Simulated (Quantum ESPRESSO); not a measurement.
# AlSi3 (Pm-3m): from the cell to the phonon bands, part 3 of 3

How does AlSi3 (Pm-3m) vibrate, and is this structure a minimum?

Quantum ESPRESSO 7.5; DFT LDA, scalar-relativistic, plane waves, PseudoDojo norm-conserving pseudopotentials.

So far. Step 5 (Linear response on the mesh): The acoustic modes at Γ come out as far as 0.7 cm⁻¹ from zero, where they should vanish, a small numerical error. The lowest optical mode is imaginary, 49i cm⁻¹, an instability at this level and on this k mesh. The relaxed cell has a = 3.849 Å (conventional setting).

The structure was built from a prototype and need not be the compound's stable phase.

## (7) Interpolated phonon bands

From the force constants any wavevector is cheap; points of the mesh come back as solved, but for the sum rule and, in polar crystals, the LO-TO term at Γ; the rest is interpolation.

Contents of matdyn.in:

```
&input
   asr = 'simple'
   flfrc = 'x.fc'
   flfrq = 'x.freq'
   flvec = 'x.modes'
   q_in_band_form = .true.
   q_in_cryst_coord = .true.
/
8
  0.0000000   0.0000000   0.0000000  12  ! GAMMA
  0.0000000   0.5000000   0.0000000  12  ! X
  0.5000000   0.5000000   0.0000000  12  ! M
  0.0000000   0.0000000   0.0000000  12  ! GAMMA
  0.5000000   0.5000000   0.5000000  12  ! R
  0.0000000   0.5000000   0.0000000   1  ! X
  0.5000000   0.5000000   0.5000000  12  ! R
  0.5000000   0.5000000   0.0000000   1  ! M
```

Launch:

```
matdyn.x -in matdyn.in > matdyn.out
```

Output:

```text
[banner, memory and clock lines left out]
Program MATDYN v.7.5

 mass for atomic type   1 not given; uses mass from file x.fc
 mass for atomic type   2 not given; uses mass from file x.fc
     Message from routine matdyn:
     Z* not found in file x.fc, TO-LO splitting at q=0 will be absent!
     Message from routine matdyn:
     Z* not found in file x.fc, TO-LO splitting at q=0 will be absent!

Note: The following floating-point exceptions are signalling: IEEE_UNDERFLOW_FLAG
```

Wall time 0.47 s (1 thread of Arm Neoverse V1, shared host).

This step gave:

| Quantity | Value |
| --- | --- |
| lowest frequency on the path | -86.32 cm⁻¹ |

Matdyn.x, sum rule simple. The phonon branches at the labelled points (cm⁻¹):

```
    point  branch 1  branch 2  branch 3  branch 4  branch 9  branch 10  branch 11  branch 12
        Γ       -49       -49       -49         0        82        301        301        301
  halfway        52        52        69        69       142        285        288        288
        X        73        73        94        94       215        241        261        261
  halfway        57        97       114       119       209        246        257        265
        M        22        91        91       147       207        213        266        266
  halfway        51        86        89       110       190        261        275        287
        Γ       -49       -49       -49         0        82        301        301        301
  halfway        38        38        75        75       222        229        290        290
        R       -86       -86       -86       -71       272        323        323        323
  halfway        37        51        56        94       220        264        285        294
        X        73        73        94        94       215        241        261        261
jump to R       -86       -86       -86       -71       272        323        323        323
  halfway       -48        30        30        52       241        293        302        302
        M        22        91        91       147       207        213        266        266
```

Lowest modes at the softest wavevector of the mesh; phase exp(i q.(R + tau)). Modes at q = (0.500, 0.500, 0.500), with each element's share of the kinetic energy (negative means imaginary):

```
mode  frequency (cm⁻¹)  Al %  Si %
   1             -86.3    51    49
   2             -86.3    51    49
   3             -86.3    51    49
   4             -71.3     0   100
   5             -71.3     0   100
   6             113.2     0   100
```

Displacements in mode 1 (-86.3 cm⁻¹), the largest set to 1, in the home cell:
```
Al1 0.00 0.33 1.00
Si2 0.00 0.68 0.23
Si3 0.68 0.00 0.00
Si4 0.23 0.00 0.00
```

Displacements in mode 6 (113.2 cm⁻¹), the largest set to 1, in the home cell:
```
Al1  0.00  0.00  0.00
Si2  0.00  0.10 -1.00
Si3 -0.10  0.00  0.02
Si4  1.00 -0.02  0.00
```

Force constants by pair (phonopy on the run's constants); pairs near half the supercell's span include their periodic images. Pair force constants, by row:

```
atom  neighbour  distance (Å)  third of the trace (eV/Å²)  along the pair's line (eV/Å²)
 Al1     itself             0                       4.615                              –
 Al1         Si         2.722                     -0.3848                         -1.633
 Al1         Al         3.849                     -0.0508                        -0.2833
 Al1         Si         4.714                      0.0354                         0.1183
 Al1         Al         5.444                     -0.0521                        -0.1458
 Al1         Al         6.667                     -0.1142                        -0.1142
 Si2     itself             0                       2.803                              –
 Si2         Al         2.722                     -0.3848                         -1.633
 Si2         Si         2.722                     -0.1496                        -0.8263
 Si2         Si         3.849                     -0.1284                        -0.2045
 Si2         Si         3.849                     -0.1019                        -0.0821
 Si2         Si         4.714                      0.0972                         0.1605
 Si2         Al         4.714                      0.0354                         0.1183
 Si2         Si         5.444                     -0.1076                        -0.1878
 Si2         Si         5.444                     -0.1732                        -0.2912
 Si3     itself             0                       2.803                              –
 Si3         Al         2.722                     -0.3848                         -1.633
 Si3         Si         2.722                     -0.1496                        -0.8263
 Si3         Si         3.849                     -0.1284                        -0.2045
 Si3         Si         3.849                     -0.1019                        -0.0821
 Si3         Si         4.714                      0.0972                         0.1605
 Si3         Al         4.714                      0.0354                         0.1183
 Si3         Si         5.444                     -0.1076                        -0.1878
 Si3         Si         5.444                     -0.1732                        -0.2912
 Si4     itself             0                       2.803                              –
 Si4         Al         2.722                     -0.3848                         -1.633
 Si4         Si         2.722                     -0.1496                        -0.8263
 Si4         Si         3.849                     -0.1284                        -0.2045
 Si4         Si         3.849                     -0.1019                        -0.0821
 Si4         Si         4.714                      0.0972                         0.1605
```

Mode patterns, pair constants, displacements and means over the zone were worked out by phonopy from the force constants of q2r.x.

The path dips to 86i cm⁻¹.

## (8) Density of states

Sums over the zone need many more wavevectors than were solved, so the interpolation is sampled on a dense mesh.

Contents of matdyn.in:

```
&input
   asr = 'simple'
   flfrc = 'x.fc'
   dos = .true.
   fldos = 'x.dos'
   nk1 = 12
   nk2 = 12
   nk3 = 12
   deltaE = 1.0
/
```

Launch:

```
matdyn.x -in matdyn.in > matdyn.out
```

Output:

```text
[banner, memory and clock lines left out]
Program MATDYN v.7.5

 mass for atomic type   1 not given; uses mass from file x.fc
 mass for atomic type   2 not given; uses mass from file x.fc
     Message from routine matdyn:
     Z* not found in file x.fc, TO-LO splitting at q=0 will be absent!

Note: The following floating-point exceptions are signalling: IEEE_UNDERFLOW_FLAG
```

Elapsed: 7.3 s, on 1 thread.

This step gave:

- share of modes beyond 3i cm⁻¹ on the dense interpolated mesh: 0.0299

The phonon density of states has structure finer than the step of the table below, so its rows give means over 20 cm⁻¹, whole bins alone (the curve runs from -86.3 to 324 cm⁻¹). Peaks (cm⁻¹: height): total 51.7: 0.0561, 89.7: 0.0724, 139.7: 0.0661, 151.7: 0.0758, 177.7: 0.0649, 211.7: 0.0491, 285.7: 0.0715; Al 89.7: 0.0207, 133.7: 0.00846, 247.7: 0.0222, 285.7: 0.0376; Si 51.7: 0.0471, 89.7: 0.0517, 139.7: 0.0593, 151.7: 0.0701, 177.7: 0.0599, 211.7: 0.0461, 287.7: 0.0341.

Tetrahedra. Table of phonon density of states by wavenumber; means over each step; values in 1/cm⁻¹/cell:

```
wavenumber (cm⁻¹)    total       Al       Si
              -60  0.00470  0.00137  0.00333
              -40  0.00506  0.00100  0.00406
              -20  0.00500   9.2e-4  0.00408
                0  0.00580  0.00113  0.00468
               20  0.00894  0.00174  0.00720
               40   0.0256  0.00447   0.0211
               60   0.0443  0.00747   0.0368
               80   0.0550   0.0138   0.0413
              100   0.0454   0.0116   0.0339
              120   0.0369  0.00613   0.0307
              140   0.0601  0.00619   0.0539
              160   0.0570  0.00407   0.0529
              180   0.0461  0.00345   0.0427
              200   0.0226  0.00227   0.0204
              220   0.0214  0.00212   0.0193
              240   0.0261   0.0136   0.0124
              260   0.0335   0.0179   0.0156
              280   0.0635   0.0340   0.0295
              300   0.0280   0.0142   0.0138
```

## (9) Zone-centre analysis

A rigid shift of the crystal must cost nothing, but grids and finite bases break this; the acoustic sum rule is imposed before the matrix is diagonalised again.

Contents of dynmat.in:

```
&input
   fildyn = 'x.dyn1'
   asr = 'simple'
   fileig = 'dynmat.eig'
/
```

Launch:

```
dynmat.x -in dynmat.in > dynmat.out
```

Output:

```text
[banner, memory and clock lines left out]
Program DYNMAT v.7.5

     Reading Dynamical Matrix from file x.dyn1
     ...Force constants read
     ...epsilon and Z* not read (not found on file)
     A direction for q was not specified:TO-LO splitting will be absent

     Polarizability (A^3 units)
     multiply by 1.000000 for Clausius-Mossotti correction
         0.000000    0.000000    0.000000
         0.000000    0.000000    0.000000
         0.000000    0.000000    0.000000

     IR activities are in (D/A)^2/amu units

# mode   [cm-1]    [THz]      IR
    1    -48.85   -1.4646    0.0000
    2    -48.85   -1.4646    0.0000
    3    -48.85   -1.4646    0.0000
    4     -0.00   -0.0000    0.0000
    5      0.00    0.0000    0.0000
    6      0.00    0.0000    0.0000
    7     81.58    2.4457    0.0000
    8     81.58    2.4457    0.0000
    9     81.58    2.4457    0.0000
   10    301.30    9.0326    0.0000
   11    301.30    9.0326    0.0000
   12    301.30    9.0326    0.0000

[end of the log left out, with the tail of the file of modes that dynmat.x writes under the same name]
```

Elapsed: 0.45 s, on 1 thread.

Numbers from this step:

- lowest optical zone-centre mode: -48.85 cm⁻¹

Unit eigenvectors of the mass-weighted matrix after the sum rule; no LO-TO term. Modes at Γ, with each element's share of the kinetic energy (negative means imaginary):

```
mode  frequency (cm⁻¹)  Al %  Si %
   1             -48.8    28    72
   2             -48.8    28    72
   3             -48.8    28    72
   4               0.0    24    76
   5               0.0    24    76
   6               0.0    24    76
   7              81.6     0   100
   8              81.6     0   100
   9              81.6     0   100
  10             301.3    47    53
  11             301.3    47    53
  12             301.3    47    53
```

Displacements in mode 1 (-48.8 cm⁻¹), the largest set to 1:
```
Al1  0.00  0.02 -0.66
Si2  0.00  0.01 -0.18
Si3  0.00 -0.03 -0.18
Si4  0.00  0.01  1.00
```

Displacements in mode 10 (301.3 cm⁻¹), the largest set to 1:
```
Al1  0.01  1.00  0.59
Si2  0.00 -0.68 -0.40
Si3 -0.01  0.39 -0.40
Si4 -0.01 -0.68  0.23
```

The rule moves no optical mode by more than 0.1 cm⁻¹.

## (10) Sum rules set otherwise (asr crystal)

The rule can be imposed in more than one way; the choices should agree where the raw error is small.

Contents of dynmat.in:

```
&input
   fildyn = 'x.dyn1'
   asr = 'crystal'
   fileig = 'dynmat.eig'
/
```

Launch:

```
dynmat.x -in dynmat.in > dynmat.out
```

Output:

```text
[banner, memory and clock lines left out]
Program DYNMAT v.7.5

     Reading Dynamical Matrix from file x.dyn1
     ...Force constants read
     ...epsilon and Z* not read (not found on file)
     Acoustic Sum Rule: || Z*(ASR) - Z*(orig)|| =    0.000000E+00
     Acoustic Sum Rule: ||dyn(ASR) - dyn(orig)||=    2.165890E-06
     A direction for q was not specified:TO-LO splitting will be absent

     Polarizability (A^3 units)
     multiply by 1.000000 for Clausius-Mossotti correction
         0.000000    0.000000    0.000000
         0.000000    0.000000    0.000000
         0.000000    0.000000    0.000000

     IR activities are in (D/A)^2/amu units

# mode   [cm-1]    [THz]      IR
    1    -48.86   -1.4647    0.0000
    2    -48.86   -1.4647    0.0000
    3    -48.86   -1.4647    0.0000
    4     -0.00   -0.0000    0.0000
    5     -0.00   -0.0000    0.0000
    6      0.00    0.0000    0.0000
    7     81.58    2.4456    0.0000
    8     81.58    2.4456    0.0000
    9     81.58    2.4456    0.0000
   10    301.29    9.0326    0.0000
   11    301.29    9.0326    0.0000
   12    301.29    9.0326    0.0000

   )
[end of the log left out, with the tail of the file of modes that dynmat.x writes under the same name]
```

Wall time 0.45 s (1 thread).

Numbers from this step:

```yaml
lowest_optical_zone_centre_mode: -48.86 cm⁻¹
```

Zone-centre frequencies as printed; negative means imaginary. Modes:

```
mode  frequency (cm⁻¹)
   1            -48.86
   2            -48.86
   3            -48.86
   4                 0
   5                 0
   6                 0
   7             81.58
   8             81.58
   9             81.58
  10             301.3
  11             301.3
  12             301.3
```

Against the first rule no mode moves by more than 0.1 cm⁻¹.

## (11) Sum rules set otherwise: a sum rule for molecules or wires on a crystal

This rule also removes rotations, which suits wires and not a crystal; it is tried to see the harm.

Contents of dynmat.in:

```
&input
   fildyn = 'x.dyn1'
   asr = 'one-dim'
   fileig = 'dynmat.eig'
/
```

Launch:

```
dynmat.x -in dynmat.in > dynmat.out
```

Output:

```text
[banner, memory and clock lines left out]
Program DYNMAT v.7.5

     Reading Dynamical Matrix from file x.dyn1
     ...Force constants read
     ...epsilon and Z* not read (not found on file)
asr rotation axis in 1D system=    3
     Acoustic Sum Rule: || Z*(ASR) - Z*(orig)|| =    0.000000E+00
     Acoustic Sum Rule: ||dyn(ASR) - dyn(orig)||=    5.454531E-02
     A direction for q was not specified:TO-LO splitting will be absent

     Polarizability (A^3 units)
     multiply by 1.000000 for Clausius-Mossotti correction
         0.000000    0.000000    0.000000
         0.000000    0.000000    0.000000
         0.000000    0.000000    0.000000

     IR activities are in (D/A)^2/amu units

# mode   [cm-1]    [THz]      IR
    1    -48.86   -1.4647    0.0000
    2    -48.86   -1.4647    0.0000
    3     -0.00   -0.0000    0.0000
    4     -0.00   -0.0000    0.0000
    5      0.00    0.0000    0.0000
    6      0.00    0.0000    0.0000
    7     44.26    1.3268    0.0000
    8     81.58    2.4456    0.0000
    9     81.58    2.4456    0.0000
   10    294.67    8.8339    0.0000
   11    301.29    9.0326    0.0000
   12    301.29    9.0326    0.0000

[end of the log left out, with the tail of the file of modes that dynmat.x writes under the same name]
```

It took 0.45 s on 1 thread.

The program raised no error, yet the settings are not those of a careful run.

The fault: a sum rule for molecules or wires on a crystal; 1 optical mode is projected out to zero frequency, as if it were a rotation.

For a crystal the rule has to be 'simple' or 'crystal'.

Zone-centre frequencies as printed; negative means imaginary. Modes:

```
mode  frequency (cm⁻¹)
   1            -48.86
   2            -48.86
   3                 0
   4                 0
   5                 0
   6                 0
   7             44.26
   8             81.58
   9             81.58
  10             294.7
  11             301.3
  12             301.3
```

## (12) The dispersion under another sum rule (asr no)

The sum rule corrects the force constants themselves, so it can shift branches at any wavevector, low ones most.

Contents of matdyn.in:

```
&input
   asr = 'no'
   flfrc = 'x.fc'
   flfrq = 'x.freq'
   flvec = 'x.modes'
   q_in_band_form = .true.
   q_in_cryst_coord = .true.
/
8
  0.0000000   0.0000000   0.0000000   8  ! GAMMA
  0.0000000   0.5000000   0.0000000   8  ! X
  0.5000000   0.5000000   0.0000000   8  ! M
  0.0000000   0.0000000   0.0000000   8  ! GAMMA
  0.5000000   0.5000000   0.5000000   8  ! R
  0.0000000   0.5000000   0.0000000   1  ! X
  0.5000000   0.5000000   0.5000000   8  ! R
  0.5000000   0.5000000   0.0000000   1  ! M
```

Launch:

```
matdyn.x -in matdyn.in > matdyn.out
```

Output:

```text
[banner, memory and clock lines left out]
Program MATDYN v.7.5

 mass for atomic type   1 not given; uses mass from file x.fc
 mass for atomic type   2 not given; uses mass from file x.fc
     Message from routine matdyn:
     Z* not found in file x.fc, TO-LO splitting at q=0 will be absent!
     Message from routine matdyn:
     Z* not found in file x.fc, TO-LO splitting at q=0 will be absent!

Note: The following floating-point exceptions are signalling: IEEE_UNDERFLOW_FLAG
```

It took 0.46 s on 1 thread.

This step gave:

```yaml
lowest_frequency_on_the_path: -86.33 cm⁻¹
```

At the labelled points the branches move by no more than 0.8 cm⁻¹.

## (13) A changed mass

Force constants don't depend on the masses, so an isotope effect costs no new response.

Contents of matdyn.in:

```
&input
   asr = 'simple'
   flfrc = 'x.fc'
   flfrq = 'x.freq'
   flvec = 'x.modes'
   q_in_band_form = .true.
   q_in_cryst_coord = .true.
   amass(1) = 53.963
   amass(2) = 28.085
/
8
  0.0000000   0.0000000   0.0000000   8  ! GAMMA
  0.0000000   0.5000000   0.0000000   8  ! X
  0.5000000   0.5000000   0.0000000   8  ! M
  0.0000000   0.0000000   0.0000000   8  ! GAMMA
  0.5000000   0.5000000   0.5000000   8  ! R
  0.0000000   0.5000000   0.0000000   1  ! X
  0.5000000   0.5000000   0.5000000   8  ! R
  0.5000000   0.5000000   0.0000000   1  ! M
```

Launch:

```
matdyn.x -in matdyn.in > matdyn.out
```

Output:

```text
[banner, memory and clock lines left out]
Program MATDYN v.7.5

     Message from routine matdyn:
     Z* not found in file x.fc, TO-LO splitting at q=0 will be absent!
     Message from routine matdyn:
     Z* not found in file x.fc, TO-LO splitting at q=0 will be absent!

Note: The following floating-point exceptions are signalling: IEEE_UNDERFLOW_FLAG
```

Run time: 0.46 s. Hardware: 1 thread.

Numbers from this step:

* lowest frequency on the path: -71.26 cm⁻¹

Matdyn.x, sum rule simple. Phonon branches along the path, in cm⁻¹:

```
    point  branch 1  branch 2  branch 3  branch 4  branch 9  branch 10  branch 11  branch 12
        Γ       -44       -44       -44         0        82        263        263        263
  halfway        50        50        59        59       142        249        252        252
        X        73        73        78        78       203        215        221        221
  halfway        56        81       107       112       209        210        215        225
        M        22        77        77       147       188        207        223        223
  halfway        47        78        79       100       178        232        242        246
        Γ       -44       -44       -44         0        82        263        263        263
  halfway        34        34        70        70       183        229        248        248
        R       -71       -71       -70       -70       272        280        280        280
  halfway        31        51        55        79       215        233        247        253
        X        73        73        78        78       203        215        221        221
jump to R       -71       -71       -70       -70       272        280        280        280
  halfway       -48        25        25        52       241        255        261        261
        M        22        77        77       147       188        207        223        223
```

The top of the path falls from 323 to 280 cm⁻¹, a ratio of 0.87; a mode of that atom alone would give 0.71.

## (14) Outcome

```json
{
 "space group after relaxation": "Pm-3m",
 "volume per atom": "14.3 Å³",
 "highest optical zone-centre mode (no LO-TO term)": "301.3 cm⁻¹",
 "lowest optical zone-centre mode": "-48.9 cm⁻¹",
 "q mesh": "2×2×2",
 "lowest mode on the q mesh (acoustic ones at the zone centre apart)": "-86.3 cm⁻¹",
 "imaginary modes on the q mesh": "yes"
}
```

What this shows: AlSi3 (Pm-3m) is unstable: a mode solved on the 2×2×2 mesh is imaginary, 86i cm⁻¹; its spectrum reaches 323 cm⁻¹. At the LDA level the optical modes of AlSi3 (Pm-3m) at the zone centre run from 49i to 301 cm⁻¹, so the structure is a saddle point, with 3 modes beyond 10i cm⁻¹ there. The most unstable solved mode lies at q = (-0.5, -0.5, -0.5), on the zone boundary, so the distortion that it points to doubles the cell. Of the 9 optical modes, 6 are infrared active alone and 3 are silent. These are harmonic frequencies at zero temperature: anharmonic shifts and linewidths and thermal expansion are left out. In a metal the frequencies hang on the k mesh and the smearing, most of all near Kohn anomalies. The runs are without spin polarisation, although the cell has an odd electron count or an open d or f shell, so a magnetic state was not tested. The relaxation ran at 32 Ry, under the 44 Ry recommended for these files; the stress of so short a basis can leave the cell about one per cent too small. The q mesh stands for a supercell only 7.7 Å across, so branches between the solved wavevectors are rough. The structure is a hypothetical one, built on a prototype.

[Host names and launcher messages were left out of these logs when they were recorded.]

[Logs are printed without paths, hosts, clocks, repeated set-up lines and the standing remarks that a program may print on its own settings, such as how far it seeks lower states.]

[Hosts, paths, dates, database ids (printed as entryN), source tags and the programs' standing remarks are cut or masked in the printed files.]
